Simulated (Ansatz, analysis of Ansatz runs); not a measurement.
**A hop of Na in Na3BrO (Pm-3m), charge −1**

Aim: the barrier of one jump in Na3BrO (Pm-3m) at charge −1: V_Na hop (3.2 Å). The model is a cell of 60 host atoms with 1 Na taken out; Na is the atom that moves.

Calculated with Ansatz 0.2.0; plane-wave PAW DFT, PBEsol; nudged elastic band between two relaxed defect structures at fixed charge in a uniform background.

### 1. Set-up

The cell holds 59 atoms: 35 Na, 12 Br and 12 O. Its edges and angles: a = 10.156 Å, b = 12.847 Å, c = 9.084 Å, α = 90.0°, β = 90.0°, γ = 108.4°. It derives from Na3BrO (space group Pm-3m). Nearest the centre at fractional (0.333, 0.458, 0.250): Na4 at 1.61 Å, O43 at 1.61 Å, Br26 at 2.78 Å, Br11 at 2.78 Å, Na37 at 2.78 Å, Na52 at 2.78 Å, Na31 at 3.59 Å, Na5 at 3.59 Å. The cell carries charge −1.

The cell's shortest repeat is 9.1 Å.

### 2. Relaxation of the start point, charge −1

A barrier is counted from a minimum, so both ends are relaxed first. Small random displacements break the symmetry of the ideal sites, so that the defect can distort if it gains by it. The charge of −1 is set by the electron count, and a uniform background keeps the cell neutral.

qm1.start/input.yaml

```yaml
crystal:
  lattice:
    - [9.08406471, 4.54203236, 0.0]
    - [-9.08406471, 9.08406471, 0.0]
    - [0.0, 0.0, 9.08406471]
  atoms:
    - { symbol: Na, position: [0.16666667, 0.16666667, 0.25] }
    - { symbol: Na, position: [0.5, 0.0, 0.25] }
    - { symbol: Na, position: [0.83333333, 0.33333333, 0.25] }
    - { symbol: Na, position: [0.16666667, 0.41666667, 0.25] }
    - { symbol: Na, position: [0.5, 0.25, 0.25] }
    - { symbol: Na, position: [0.83333333, 0.08333333, 0.25] }
    - { symbol: Na, position: [0.0, 0.25, 0.0] }
    - { symbol: Na, position: [0.33333333, 0.08333333, 0.0] }
    - { symbol: Na, position: [0.66666667, 0.41666667, 0.0] }
    - { symbol: Br, position: [0.0, 0.0, 0.0] }
    - { symbol: Br, position: [0.33333333, 0.33333333, 0.0] }
    - { symbol: Br, position: [0.66666667, 0.16666667, 0.0] }
    - { symbol: O, position: [0.0, 0.25, 0.25] }
    - { symbol: O, position: [0.33333333, 0.08333333, 0.25] }
    - { symbol: O, position: [0.66666667, 0.41666667, 0.25] }
    - { symbol: Na, position: [0.16666667, 0.16666667, 0.75] }
    - { symbol: Na, position: [0.5, 0.0, 0.75] }
    - { symbol: Na, position: [0.83333333, 0.33333333, 0.75] }
    - { symbol: Na, position: [0.16666667, 0.41666667, 0.75] }
    - { symbol: Na, position: [0.5, 0.25, 0.75] }
    - { symbol: Na, position: [0.83333333, 0.08333333, 0.75] }
    - { symbol: Na, position: [0.0, 0.25, 0.5] }
    - { symbol: Na, position: [0.33333333, 0.08333333, 0.5] }
    - { symbol: Na, position: [0.66666667, 0.41666667, 0.5] }
    - { symbol: Br, position: [0.0, 0.0, 0.5] }
    - { symbol: Br, position: [0.33333333, 0.33333333, 0.5] }
    - { symbol: Br, position: [0.66666667, 0.16666667, 0.5] }
    - { symbol: O, position: [0.0, 0.25, 0.75] }
    - { symbol: O, position: [0.33333333, 0.08333333, 0.75] }
    - { symbol: O, position: [0.66666667, 0.41666667, 0.75] }
    - { symbol: Na, position: [0.16666667, 0.66666667, 0.25] }
    - { symbol: Na, position: [0.83333333, 0.83333333, 0.25] }
    - { symbol: Na, position: [0.16666667, 0.91666667, 0.25] }
    - { symbol: Na, position: [0.5, 0.75, 0.25] }
    - { symbol: Na, position: [0.83333333, 0.58333333, 0.25] }
    - { symbol: Na, position: [0.0, 0.75, 0.0] }
    - { symbol: Na, position: [0.33333333, 0.58333333, 0.0] }
    - { symbol: Na, position: [0.66666667, 0.91666667, 0.0] }
    - { symbol: Br, position: [0.0, 0.5, 0.0] }
    - { symbol: Br, position: [0.33333333, 0.83333333, 0.0] }
    - { symbol: Br, position: [0.66666667, 0.66666667, 0.0] }
    - { symbol: O, position: [0.0, 0.75, 0.25] }
    - { symbol: O, position: [0.33333333, 0.58333333, 0.25] }
    - { symbol: O, position: [0.66666667, 0.91666667, 0.25] }
    - { symbol: Na, position: [0.16666667, 0.66666667, 0.75] }
    - { symbol: Na, position: [0.5, 0.5, 0.75] }
    - { symbol: Na, position: [0.83333333, 0.83333333, 0.75] }
    - { symbol: Na, position: [0.16666667, 0.91666667, 0.75] }
    - { symbol: Na, position: [0.5, 0.75, 0.75] }
    - { symbol: Na, position: [0.83333333, 0.58333333, 0.75] }
    - { symbol: Na, position: [0.0, 0.75, 0.5] }
    - { symbol: Na, position: [0.33333333, 0.58333333, 0.5] }
    - { symbol: Na, position: [0.66666667, 0.91666667, 0.5] }
    - { symbol: Br, position: [0.0, 0.5, 0.5] }
    - { symbol: Br, position: [0.33333333, 0.83333333, 0.5] }
    - { symbol: Br, position: [0.66666667, 0.66666667, 0.5] }
    - { symbol: O, position: [0.0, 0.75, 0.75] }
    - { symbol: O, position: [0.33333333, 0.58333333, 0.75] }
    - { symbol: O, position: [0.66666667, 0.91666667, 0.75] }
total_charge: -1
basis:
  ecutwfc: 420
  xc_grid: 2
hamiltonian:
  xc: pbesol
kpoints:
  mp_grid: { grid: [1, 1, 1], shift: [0.25, 0.25, 0.25] }
scf:
  occupations: { method: fixed }
  max_iter: 150
output:
  forces: true
relax:
  f_tol: 0.02
  max_steps: 70
  random_displacement: { amplitude: 0.03, seed: 8970 }
```

On the command line:

```sh
ansatz run input.yaml --threads 32 --pin off --max-ram 84787MiB --backend cuda --events-out ev --progress --plain --runs-dir out --max-vram 78GiB
```

Numbers of over 12 decimals in the logs are rounded to 6 here.

The program printed:

```text
[... repeated set-up lines and file paths are left out, and long positions are rounded to six places ...]
The last accepted step is kept in <dir> (removed where the run ends without a failure and the disk answers)
Engine: ansatz 0.2.0, aarch64-unknown-linux-gnu
Pseudopotentials: kind: paw
Pseudopotential: Na, paw, valence charge 9, recommended cutoff 420 eV (normal), Na.paw.azcp
Pseudopotential: Br, paw, valence charge 7, recommended cutoff 420 eV (normal), Br.paw.azcp
Pseudopotential: O, paw, valence charge 6, recommended cutoff 420 eV (normal), O.paw.azcp
Functional definition: PBEsol
  exchange = pbesol_x
  correlation = pbesol_c
[...]
Crystal: 59 atoms, lattice volume = 1124.429 Å³
Basis set: ecut = 420 eV, 22007 PW (Γ), exchange–correlation on 144×180×128 points (8 copies of the dense FFT grid, shifted against one another)
Bands: 295, of which v1, the nominal top of the filled ones, is band 236 counted from 1 (235 counted from 0)
Symmetry: 1 space group operations
k-points: 1
Non-local potential: Na, projectors of the file, l = 0: 3, l = 1: 2, l = 2: 1
Non-local potential: Br, projectors of the file, l = 0: 2, l = 1: 2, l = 2: 2
Non-local potential: O, projectors of the file, l = 0: 2, l = 1: 2, l = 2: 1
PAW form: soft (Blöchl's): semilocal exchange-correlation on the pseudo side does not see the compensation charge
PAW frozen core: Na, regenerated for the run's functional, and the local potential with it (the file was generated under x = pbe(κ = 0.804, μ = 0.219515), c = pbe(β = 0.066725))
PAW frozen core: Br, regenerated for the run's functional, and the local potential with it (the file was generated under x = pbe(κ = 0.804, μ = 0.219515), c = pbe(β = 0.066725))
PAW frozen core: O, regenerated for the run's functional, and the local potential with it (the file was generated under x = pbe(κ = 0.804, μ = 0.219515), c = pbe(β = 0.066725))
PAW one-centre angular grid: Na, 110 points (default); XC on 64 Gauss nodes
PAW one-centre angular grid: Br, 110 points (default); XC on 64 Gauss nodes
PAW one-centre angular grid: O, 110 points (default); XC on 64 Gauss nodes
Initial density: superposition of atomic densities (neutral atoms scaled as one to the charged cell's electrons: chi_scale 0, normalization atom), corrected by the library's trained network
Initial wavefunctions: pseudopotential atomic-orbital guess
[...]
Functional: x = pbesol(κ = 0.804, μ = 0.123457), c = pbesol(β = 0.046)
SCF iter   1: F=—  HF=-91269.083254 eV  |F-HF|=—  |Δ(HF+E_count)|=         —  Δρ=1.02e-2  dr2=8.71e-1  ethr=1.77e-3  ⟨swp⟩=5.0  Hψ=847  notcnv=0  defer=57
preconditioner: auto → Resta (q_TF=auto, 2.361 Å⁻¹)  ε∞=3.0  [insulator: Δε(μ)=2.199 eV  Ē_g=10.956 eV  n_scr=252 (ndim 8)  ℏωp=15.3 eV  f_vac=0.025  ε∞_Penn≈3.0]
SCF iter   2: F=—  HF=-91268.792455 eV  |F-HF|=—  |Δ(HF+E_count)|=   2.91e-1  Δρ=3.99e-3  dr2=1.77e-1  ethr=1.85e-4  ⟨swp⟩=3.0  Hψ=553  notcnv=0  defer=57
[...]
SCF iter   8: F=-91268.745870 eV  HF=-91268.745877 eV  |F-HF|=6.60e-6  |Δ(HF+E_count)|=   3.82e-6  Δρ=2.99e-5  dr2=9.90e-6  ethr=2.12e-9  ⟨swp⟩=5.0  Hψ=746  notcnv=0
SCF 1 converged in 8 iterations: F = -91268.745870 eV  dr2 = 9.90e-6
  greatest PAW one-centre occupation: 0.999 electrons in one spin orbital (limit 2), on the Na atom at site 22 (counted from 0), in its partial waves of l = 0
relax step   1: F+E_penalty+E_count = -91268.74587035 eV  Δ(F+E_penalty+E_count) = +0.000e0 eV  max|allowed force component| = 1.145e0 eV/Å  Δτ_max = 0.0000 Å  (8 SCF iters, dr2 threshold 1.00e-5 eV, accepted)
[... the SCF cycles and remarks between the steps are left out from here to the last step ...]
relax step   2: F+E_penalty+E_count = -91269.27109878 eV  Δ(F+E_penalty+E_count) = -5.252e-1 eV  max|allowed force component| = 3.017e-1 eV/Å  Δτ_max = 0.1548 Å  (7 SCF iters, dr2 threshold 8.20e-5 eV, accepted)
relax step   3: F+E_penalty+E_count = -91269.35967363 eV  Δ(F+E_penalty+E_count) = -8.857e-2 eV  max|allowed force component| = 5.639e-2 eV/Å  Δτ_max = 0.0527 Å  (7 SCF iters, dr2 threshold 5.69e-6 eV, accepted)
relax step   4: F+E_penalty+E_count = -91269.37869410 eV  Δ(F+E_penalty+E_count) = -1.902e-2 eV  max|allowed force component| = 4.411e-2 eV/Å  Δτ_max = 0.1476 Å  (9 SCF iters, accepted)
[...]
SCF 5 converged in 7 iterations: F = -91269.385580 eV  dr2 = 7.19e-8
[...]
relax step   5: F+E_penalty+E_count = -91269.38558048 eV  Δ(F+E_penalty+E_count) = -6.886e-3 eV  max|allowed force component| = 8.773e-3 eV/Å  Δτ_max = 0.0344 Å  (7 SCF iters, accepted)
SCF converged after 7 iterations
[...]
- { symbol: Na, position: [0.191552, 0.414224, 0.250097] }
    - { symbol: Na, position: [0.498714, 0.258934, 0.250177] }
    - { symbol: Na, position: [0.831587, 0.086118, 0.250121] }
    - { symbol: Na, position: [0.002310, 0.252374, -8.133610317210218e-5] }
    - { symbol: Na, position: [0.335815, 0.084298, 0.000107] }
    - { symbol: Na, position: [0.658676, 0.421331, 0.006866] }
    - { symbol: Br, position: [0.000259, 0.000273, 0.000869] }
    - { symbol: Br, position: [0.329138, 0.327584, -0.007283] }
    - { symbol: Br, position: [0.667193, 0.163033, -0.002839] }
    - { symbol: O, position: [0.006758, 0.250424, 0.250157] }
    - { symbol: O, position: [0.334750, 0.084059, 0.250177] }
    - { symbol: O, position: [0.680878, 0.410402, 0.250112] }
    - { symbol: Na, position: [0.167328, 0.167796, 0.750071] }
    - { symbol: Na, position: [0.500187, 0.000242, 0.750212] }
    - { symbol: Na, position: [0.831925, 0.335081, 0.750214] }
    - { symbol: Na, position: [0.165647, 0.418134, 0.750189] }
    - { symbol: Na, position: [0.500035, 0.250580, 0.750170] }
    - { symbol: Na, position: [0.831778, 0.084266, 0.750176] }
    - { symbol: Na, position: [0.002224, 0.252460, 0.500382] }
    - { symbol: Na, position: [0.335941, 0.084282, 0.500240] }
    - { symbol: Na, position: [0.658745, 0.421236, 0.493442] }
    - { symbol: Br, position: [0.000216, 0.000235, 0.499573] }
    - { symbol: Br, position: [0.329211, 0.327594, 0.507592] }
    - { symbol: Br, position: [0.667126, 0.163069, 0.503308] }
    - { symbol: O, position: [-0.001220, 0.250029, 0.750155] }
    - { symbol: O, position: [0.333456, 0.083482, 0.750172] }
    - { symbol: O, position: [0.664362, 0.417352, 0.750172] }
    - { symbol: Na, position: [0.150268, 0.659016, 0.250016] }
    - { symbol: Na, position: [0.834418, 0.837574, 0.250186] }
    - { symbol: Na, position: [0.168753, 0.914358, 0.250182] }
    - { symbol: Na, position: [0.501810, 0.741454, 0.250162] }
    - { symbol: Na, position: [0.808860, 0.586252, 0.250165] }
    - { symbol: Na, position: [-0.001947, 0.748054, -0.000104] }
    - { symbol: Na, position: [0.341728, 0.579227, 0.006846] }
    - { symbol: Na, position: [0.664531, 0.916151, 7.510453054456492e-5] }
    - { symbol: Br, position: [0.000198, 0.500281, -0.008609] }
    - { symbol: Br, position: [0.333241, 0.837437, -0.002872] }
    - { symbol: Br, position: [0.671194, 0.672896, -0.007202] }
    - { symbol: O, position: [-0.006368, 0.750042, 0.250127] }
    - { symbol: O, position: [0.319523, 0.590076, 0.250146] }
    - { symbol: O, position: [0.665655, 0.916381, 0.250149] }
    - { symbol: Na, position: [0.168421, 0.665375, 0.750256] }
    - { symbol: Na, position: [0.500170, 0.500223, 0.750018] }
    - { symbol: Na, position: [0.833067, 0.832698, 0.750113] }
    - { symbol: Na, position: [0.168586, 0.916218, 0.750113] }
    - { symbol: Na, position: [0.500339, 0.749894, 0.750112] }
    - { symbol: Na, position: [0.834720, 0.582316, 0.750129] }
    - { symbol: Na, position: [-0.001884, 0.747971, 0.500378] }
    - { symbol: Na, position: [0.341531, 0.579239, 0.493469] }
    - { symbol: Na, position: [0.664483, 0.916188, 0.500216] }
    - { symbol: Br, position: [0.000267, 0.500219, 0.509116] }
    - { symbol: Br, position: [0.333241, 0.837406, 0.503334] }
    - { symbol: Br, position: [0.671285, 0.672903, 0.507739] }
    - { symbol: O, position: [0.001579, 0.750442, 0.750145] }
    - { symbol: O, position: [0.336004, 0.583121, 0.750164] }
    - { symbol: O, position: [0.666921, 0.916996, 0.750147] }
```

Wall time 2.6 s (1 × NVIDIA GB200 with 32 threads of Arm Neoverse V2, shared host); peak memory 1.4 GiB; 11 s of CPU time.

Relaxation path:

| step | energy less that of the first step (eV) | largest force component (eV/Å) |
| --- | --- | --- |
| 1 | 0.0000 | 1.1453 |
| 2 | -0.5252 | 0.3017 |
| 3 | -0.6138 | 0.0564 |
| 4 | -0.6328 | 0.0441 |
| 5 | -0.6397 | 0.0088 |

The atoms that moved most (Å, from the sites as typed, ahead of the random displacement, the mean shift of all atoms taken out):

| atom | dx | dy | dz | length |
| --- | --- | --- | --- | --- |
| Na4 | 0.249 | 0.088 | -0.001 | 0.264 |
| Na35 | -0.248 | -0.088 | 0.000 | 0.263 |
| O15 | 0.186 | 0.005 | 0.000 | 0.186 |
| O43 | -0.186 | -0.004 | 0.000 | 0.186 |
| Na3 | 0.079 | 0.148 | -0.001 | 0.167 |
| Na31 | -0.079 | -0.147 | -0.001 | 0.167 |
| Na9 | -0.115 | 0.003 | 0.061 | 0.130 |
| Na37 | 0.114 | -0.002 | 0.061 | 0.129 |

Neighbours of Na4 at the end:

| atom | distance (Å) |
| --- | --- |
| O43 | 2.222 |
| O13 | 2.335 |
| Br11 | 3.105 |
| Br26 | 3.106 |
| Na37 | 3.108 |
| Na52 | 3.108 |
| Na1 | 3.156 |
| Na7 | 3.264 |
| Na22 | 3.265 |
| Na3 | 3.293 |
| Na31 | 3.301 |

Read from the output:

* free energy: -91269.3856 eV
* r.m.s. move of the farther half of the atoms: 0.02855 Å
* largest move from the ideal geometry of this structure, a common shift of the far atoms taken out: 0.2690 Å

The relaxation gained 0.640 eV and ended with a largest force component of 0.0088 eV/Å.

### 3. Relaxation of the end point, charge −1

The end point is relaxed in the same cell and settings, so that the two energies compare. Atoms more than 3.2 Å from the middle of the hop start where the first relaxation left them, the nearer ones on or close to their ideal places, with small random displacements.

qm1.end/input.yaml

```yaml
crystal:
  lattice:
    - [9.08406471, 4.54203236, 0.0]
    - [-9.08406471, 9.08406471, 0.0]
    - [0.0, 0.0, 9.08406471]
  atoms:
    - { symbol: Na, position: [0.16638951, 0.16306351, 0.25006602] }
    - { symbol: Na, position: [0.50051749, 0.00029687, 0.249938] }
[... 1 atom line left out ...]
    - { symbol: Na, position: [0.5, 0.5, 0.25] }
    - { symbol: Na, position: [0.49909373, 0.25908203, 0.25001473] }
[... 5 atom lines left out ...]
    - { symbol: Br, position: [0.33333333, 0.33333333, 0.0] }
[... 1 atom line left out ...]
    - { symbol: O, position: [0.00713856, 0.25057289, 0.24999452] }
[... 1 atom line left out ...]
    - { symbol: O, position: [0.68125819, 0.41055006, 0.24994941] }
[... 10 atom lines left out ...]
    - { symbol: Br, position: [0.33333333, 0.33333333, 0.5] }
[... 4 atom lines left out ...]
    - { symbol: Na, position: [0.1506481, 0.65916406, 0.24985425] }
[... 2 atom lines left out ...]
    - { symbol: Na, position: [0.50219052, 0.74160259, 0.25000012] }
[... 2 atom lines left out ...]
    - { symbol: Na, position: [0.33333333, 0.58333333, 0.0] }
[... 5 atom lines left out ...]
    - { symbol: O, position: [0.33333333, 0.58333333, 0.25] }
[... 8 atom lines left out ...]
    - { symbol: Na, position: [0.33333333, 0.58333333, 0.5] }
[... 6 atom lines left out ...]
    - { symbol: O, position: [0.66730077, 0.91714472, 0.7499854] }
total_charge: -1
basis:
  ecutwfc: 420
  xc_grid: 2
hamiltonian:
  xc: pbesol
kpoints:
  mp_grid: { grid: [1, 1, 1], shift: [0.25, 0.25, 0.25] }
scf:
  occupations: { method: fixed }
  max_iter: 150
output:
  forces: true
relax:
  f_tol: 0.02
  max_steps: 70
  random_displacement: { amplitude: 0.01, seed: 8970 }
```

The program printed:

```text
[...]
Crystal: 59 atoms, lattice volume = 1124.429 Å³
Basis set: ecut = 420 eV, 22007 PW (Γ), exchange–correlation on 144×180×128 points (8 copies of the dense FFT grid, shifted against one another)
Bands: 295, of which v1, the nominal top of the filled ones, is band 236 counted from 1 (235 counted from 0)
Symmetry: 1 space group operations
k-points: 1
[...]
SCF iter   1: F=—  HF=-91268.927624 eV  |F-HF|=—  |Δ(HF+E_count)|=         —  Δρ=1.01e-2  dr2=8.31e-1  ethr=1.77e-3  ⟨swp⟩=5.0  Hψ=847  notcnv=0  defer=57
[...]
SCF iter   2: F=—  HF=-91268.644886 eV  |F-HF|=—  |Δ(HF+E_count)|=   2.83e-1  Δρ=3.78e-3  dr2=1.64e-1  ethr=1.76e-4  ⟨swp⟩=3.0  Hψ=553  notcnv=0  defer=57
[...]
SCF iter   8: F=-91268.602375 eV  HF=-91268.602382 eV  |F-HF|=6.56e-6  |Δ(HF+E_count)|=   4.35e-6  Δρ=2.91e-5  dr2=9.52e-6  ethr=2.12e-9  ⟨swp⟩=5.0  Hψ=813  notcnv=0
SCF 1 converged in 8 iterations: F = -91268.602375 eV  dr2 = 9.52e-6
[...]
- { symbol: Br, position: [0.662846, 0.165736, 0.503898] }
    - { symbol: O, position: [0.001569, 0.252291, 0.750045] }
    - { symbol: O, position: [0.332032, 0.083799, 0.750065] }
    - { symbol: O, position: [0.666946, 0.417358, 0.750077] }
[...]
- { symbol: Br, position: [-0.004913, 0.503270, -0.007610] }
    - { symbol: Br, position: [0.333888, 0.837492, -0.003040] }
    - { symbol: Br, position: [0.670986, 0.669005, -0.003778] }
    - { symbol: O, position: [0.000504, 0.749130, 0.250072] }
    - { symbol: O, position: [0.345273, 0.595249, 0.250080] }
    - { symbol: O, position: [0.666950, 0.917405, 0.250059] }
[...]
- { symbol: Na, position: [0.834541, 0.584100, 0.750081] }
    - { symbol: Na, position: [0.002003, 0.750025, 0.500172] }
    - { symbol: Na, position: [0.323469, 0.573594, 0.493042] }
    - { symbol: Na, position: [0.667007, 0.917432, 0.500800] }
    - { symbol: Br, position: [-0.005001, 0.503203, 0.507763] }
    - { symbol: Br, position: [0.333886, 0.837500, 0.503122] }
    - { symbol: Br, position: [0.670896, 0.668921, 0.503904] }
    - { symbol: O, position: [0.001853, 0.750922, 0.750054] }
    - { symbol: O, position: [0.332384, 0.582490, 0.750041] }
    - { symbol: O, position: [0.666982, 0.917390, 0.750047] }
[key lines of the parts left out:]
SCF converged after 7 iterations
```

Elapsed: 3 s, on 1 × NVIDIA GB200 with 32 threads; peak memory 1.3 GiB; 11 s of CPU time.

Relaxation path:

| step | energy less that of the first step (eV) | largest force component (eV/Å) |
| --- | --- | --- |
| 1 | 0.0000 | 1.1311 |
| 2 | -0.6441 | 0.4827 |
| 3 | -0.6554 | 0.1962 |
| 4 | -0.7716 | 0.0259 |
| 5 | -0.7736 | 0.0118 |

The atoms that moved most (Å, from the sites as typed, ahead of the random displacement):

| atom | dx | dy | dz | length |
| --- | --- | --- | --- | --- |
| Na1 | -0.102 | 0.208 | -0.001 | 0.232 |
| Na4 | -0.071 | -0.194 | 0.000 | 0.207 |
| Na5 | 0.195 | -0.059 | 0.000 | 0.204 |
| O13 | -0.068 | -0.186 | 0.000 | 0.198 |
| O15 | -0.192 | -0.004 | 0.001 | 0.192 |
| O43 | 0.000 | 0.161 | 0.000 | 0.161 |
| Na35 | 0.132 | 0.075 | 0.000 | 0.152 |
| Na52 | -0.001 | -0.134 | -0.064 | 0.149 |

Neighbours of Na4 at the end:

| atom | distance (Å) |
| --- | --- |
| O43 | 2.228 |
| O15 | 2.346 |
| Na52 | 3.117 |
| Na37 | 3.118 |
| Br26 | 3.127 |
| Br11 | 3.127 |
| Na5 | 3.196 |
| Na24 | 3.265 |
| Na9 | 3.265 |
| Na35 | 3.318 |

This step gave:

- free energy: -91269.3760 eV
- r.m.s. move of the farther half of the atoms: 0.02466 Å
- largest move from the ideal geometry of this structure, a common shift of the far atoms taken out: 0.2158 Å

The relaxation gained 0.774 eV and ended with a largest force component of 0.012 eV/Å. The end lies 0.010 eV above the start.

(Continued in part 2 of 3.)

[Logs are printed without paths, hosts, clocks, repeated set-up lines and the standing remarks that a program may print on its own settings, such as how far it seeks lower states.]

[Hosts, paths, dates, database ids (printed as entryN), source tags and the programs' standing remarks are cut or masked in the printed files.]
